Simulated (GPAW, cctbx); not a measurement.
# How far are the atoms of Cd4Te3S from free atoms?

Question: by how much does bonding change the structure factors of Cd4Te3S?

The cell is our own: ordered zincblende alloy in the eight-atom cube, 3 of 4 S sites given to Te. All numbers below are calculated.

**1. Find the equilibrium geometry**

The density hangs on the geometry, so cell and atoms are relaxed first, with the symmetry held. The cutoff is set higher than for the density because stress converges slowly with plane waves.

Settings: GPAW 26.7.0, PBE, 650 eV, 3×3×3 k-points, Fermi–Dirac width 0.02 eV, BFGS to 0.02 eV/Å.

```text
cell
1.0
     6.457500000    0.000000000    0.000000000
     0.000000000    6.457500000    0.000000000
     0.000000000    0.000000000    6.457500000
Te Cd S
3 4 1
Direct
0.000000000 0.000000000 0.500000000
0.000000000 0.500000000 0.000000000
0.500000000 0.000000000 0.000000000
0.250000000 0.250000000 0.750000000
0.250000000 0.750000000 0.250000000
0.750000000 0.250000000 0.250000000
0.750000000 0.750000000 0.750000000
0.500000000 0.500000000 0.500000000
```

```console
$ OMP_NUM_THREADS=1 mpirun -n 4 gpaw python run.py > gpaw.log
```

```text
BFGS:    0      -21.056354        0.850131
BFGS:    1      -21.096299        0.794198
BFGS:    2      -21.345923        0.104105
BFGS:    3      -21.346371        0.099304
BFGS:    4      -21.350353        0.035316
BFGS:    5      -21.351085        0.016784
cell  6.4294 6.4294 6.4294  90.00 90.00 90.00
volume 265.776 A^3, largest force 0.010 eV/A, largest stress 0.01 GPa
```

After 5 steps the volume has changed by -1.3 % and the energy by -0.295 eV; the largest stress left is 0.01 GPa. It took 68 s on 4 cores of Arm Neoverse V2 (shared host), peak memory 1.4 GiB.

Relaxed structure: P-43m (no. 215), a = 6.4294 Å, b = 6.4294 Å, c = 6.4294 Å, α = 90.00°, β = 90.00°, γ = 90.00°.

```csv
atom,mult.,x,y,z
Te1,3,0,0,1/2
Cd1,4,0.2643,0.2643,0.7357
S1,1,1/2,1/2,1/2
```

**2. The all-electron density**

X-rays see the whole electron density, so the PAW density is rebuilt with its core regions. Subtracting spherical free atoms from the same code cancels the cores and leaves the deformation density Δρ, the part due to bonding.

Settings: PBE, 600 eV, 4×4×4 k-points, Fermi–Dirac width 0.02 eV; primitive cell of 8 atoms.

```console
$ OMP_NUM_THREADS=1 mpirun -n 4 gpaw python run.py > gpaw.log
```

```text
|iter:   1|       0s |  -22.589717 | -0.39 |       |
|iter:   2|       2s |  -22.333140 | -1.98 | -1.19 |
|iter:   3|       4s |  -21.417117 | -1.40 | -1.25 |
...
|iter:   8|      14s |  -21.371821c| -6.31 | -3.67 |
|iter:   9|      16s |  -21.371822c| -7.39 | -4.32c|
|iter:  10|      17s |  -21.371822c| -7.78c| -4.94c|
```

```text
grid (80, 80, 80)  electrons 364.000  moved by bonding 1.701 e
deformation density beyond 0.5 A of the nuclei: max 0.102, min -0.077 e/A^3
atom        x       y       z   Voronoi charge  moment
Te1    0.0000  0.0000  0.5000     -0.233       0.00
Te2    0.0000  0.5000  0.0000     -0.233       0.00
Te3    0.5000  0.0000  0.0000     -0.233       0.00
Cd4    0.2643  0.2643  0.7357      0.266       0.00
Cd5    0.2643  0.7357  0.2643      0.266       0.00
Cd6    0.7357  0.2643  0.2643      0.266       0.00
Cd7    0.7357  0.7357  0.7357      0.266       0.00
S 8    0.5000  0.5000  0.5000     -0.366       0.00
mean inner potential of superposed free atoms 13.296 V
total magnetic moment 0.000 muB
```

Deformation density in a plane through the shortest contact of the Cd atom at the origin, in 0.01 e/Å³ (clipped at ±99); x from -1.6 to 4.2 Å, y from 2.4 down to -2.4 Å:

```text
 -2   .   .  -2  -1   0   0   0   0   0   0   0   0   0   0   0
  0  -2  -1   2   2   1   0   0   0   0   0   0   0   0   0   0
  1   3   6   7   4   1   0   0   0   0   0   0   0   0   0   0
  2   4   6   4   1  -1  -2  -1   0   1   0   1   2   1   0   0
  0   1   0  -6  -6  -6  -4   0   2   2  -1   0   3   3   1   0
 -1  -2  -5   2   .   2  -7   0   6   5  -3   .  -1   1   1   0
 -1  -2  -5   .   .   .  -5   0   9   9   .   .   .  -1   0   0
 -1  -2  -6   0   .   1  -7   0   6   6  -1   .   2   2   1   0
  0  -1  -2  -6  -4  -5  -3   0   3   3   4   8   9   6   2   0
  0   0  -1  -2  -2  -2  -2  -1   1   2   4   6   6   2  -1  -1
  0   0   0  -1  -1  -1  -1  -1   0   0   1   0  -5  -7  -6  -3
  0   0   0   0   0  -1  -1  -1  -1  -1  -2  -6  -1  13   1  -6
  0   0   0   0   0   0   0   0  -1  -1  -3  -4   .   .   .  -4
```

Atoms in or within 0.15 Å of the plane: Cd (0.0, 0.0), S (2.6, 0.0) Å. Dots mark points within about 0.45 Å of a nucleus; large values next to them are atomic features.

S gains most (-0.37 e) and Cd loses most (+0.27 e), as electronegativity suggests. Such charges fall far short of formal ones, since overlapping free atoms already put density on their neighbours. Along the shortest contact from the Cd atom at the map's origin, Cd–S at 2.63 Å, Δρ is +0.05 e/Å³ at the midpoint; the highest value on the line, +0.12, lies at the edge of the range, 0.5 Å from Cd, and is an atomic rather than a bond feature: a modest build-up. At the midpoints of other shortest contacts it is +0.06 (Te–Cd, 2.84 Å) e/Å³. Point values carry grid noise of about 0.01 e/Å³. The run needed 10 iterations, 26 s.

**3. Structure factors**

The Fourier components of Δρ, added to those of the free atoms, give the static X-ray structure factors; the Mott–Bethe relation turns them into the Fourier components V of the potential that fast electrons feel.

```text
static structure factors of the conventional cell: F in electrons, V (Mott-Bethe) in volts
   h  k  l      d  |F| table  |F| free   |F| DFT   change   |V| free  |V| DFT  change %
   0  1  0  6.4294    18.246    18.246    18.301    0.054     0.400    0.362     -9.6
   0  1  1  4.5463    32.242    32.260    32.176   -0.085     0.784    0.814      3.8
   1  1  1  3.7120   226.711   226.826   227.013    0.187     6.989    6.934     -0.8
   0  2  0  3.2147    17.858    17.743    17.096   -0.646     0.146    0.031    -78.7
   0  2  1  2.8753    45.698    45.703    45.559   -0.144     1.028    1.049      2.0
   1  2  1  2.6248    42.560    42.549    42.396   -0.154     0.964    0.982      1.9
   0  2  2  2.2731   278.045   277.931   277.684   -0.247     7.126    7.148      0.3
   1  2  2  2.1431    17.188    17.208    17.168   -0.040     0.248    0.252      1.6
   0  3  0  2.1431    68.652    68.593    68.538   -0.055     1.460    1.464      0.3
   0  3  1  2.0332    32.368    32.362    32.333   -0.029     0.585    0.587      0.4
   1  3  1  1.9385   184.234   184.115   183.810   -0.305     4.357    4.377      0.5
   2  2  2  1.8560    10.546    10.275    10.659    0.384     0.043    0.027    -36.6
   0  3  2  1.7832     8.159     8.110     8.133    0.024     0.334    0.333     -0.4
   1  3  2  1.7183    33.456    33.429    33.490    0.062     0.623    0.620     -0.5
```

The largest X-ray change is -0.65 e on 020, 3.6 % of |F|. For electrons V goes as (Z − F)/g², so a change of F counts against Z − F, which is small at low angle and wherever the atoms' terms cancel: |V| of 020 moves by -78.7 % (0.15 to 0.03 V) against -3.6 % in |F|. These compare absolute values; so weak a component may also change sign. The last three rows still change by up to 0.38 e; the table stops while the angles are still low. The tabulated Hartree–Fock atoms differ from the free DFT atoms by up to 0.27 e, so the choice of reference atom matters too.

**4. Answer**

Bonding moves 1.70 e in the primitive cell of Cd4Te3S and changes the structure factors of the conventional cell in the table above by at most 0.65 e (020, 3.6 %), and among reflections above 2 % of the strongest by up to 3.7 % (222). The shortest bond, Cd–S, has Δρ = +0.05 e/Å³ at its midpoint. Limits: static density, frozen cores, no spin–orbit coupling.

[Outputs are excerpts: Python notices, other lines and further rows are left out; steps that failed or that the build refused (PBEsol, TPSS) are not shown.]

[Logs are printed without paths, hosts, clocks, repeated set-up lines and the standing remarks that a program may print on its own settings, such as how far it seeks lower states.]
